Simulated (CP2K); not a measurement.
Two runs for the N K edge of cyanoallene. Run A: CP2K XAS_TDP, all-electron GAPW, PBEh(45%), aug-cc-pVDZ, TDA, no relativity. Run B differs in one setting.

First lines with a strength over 0.0015. A:

```tsv
atom	energy (eV)	states	strength, one atom
N5 (bonded to C)	395.22	1	0.0466
	395.61	1	0.0550
	399.13	1	0.0020
	400.22	1	0.0058
	400.53	1	0.0036
```

B:

```tsv
atom	energy (eV)	states	strength, one atom
N5 (bonded to C)	400.11	1	0.0561
	400.27	1	0.0623
	405.61	1	0.0024
	406.45	1	0.0029
	406.48	1	0.0044
```

Which was it: GW2X switched on, the basis, the functional, scalar relativity switched on?

The functional (functional from PBEh(45%) to PBEh(60%); the lines alone don't name the new value). A functional moves all lines by electronvolts and changes their spacings and strengths. Against PBEh(45%) in aug-cc-pVDZ, the leading line moves by +4.89 eV, to 400.11 eV; the strength of N5's goes from 0.0466 to 0.0561. The next line of N5 over the strength cut lies 0.16 eV higher, against 0.39.

[Banner, clock and machine lines of the logs are left out without a mark of their own.]

[Logs are printed without paths, hosts, clocks, repeated set-up lines and the standing remarks that a program may print on its own settings, such as how far it seeks lower states.]

[Hosts, paths, dates, database ids (printed as entryN), source tags and the programs' standing remarks are cut or masked in the printed files.]
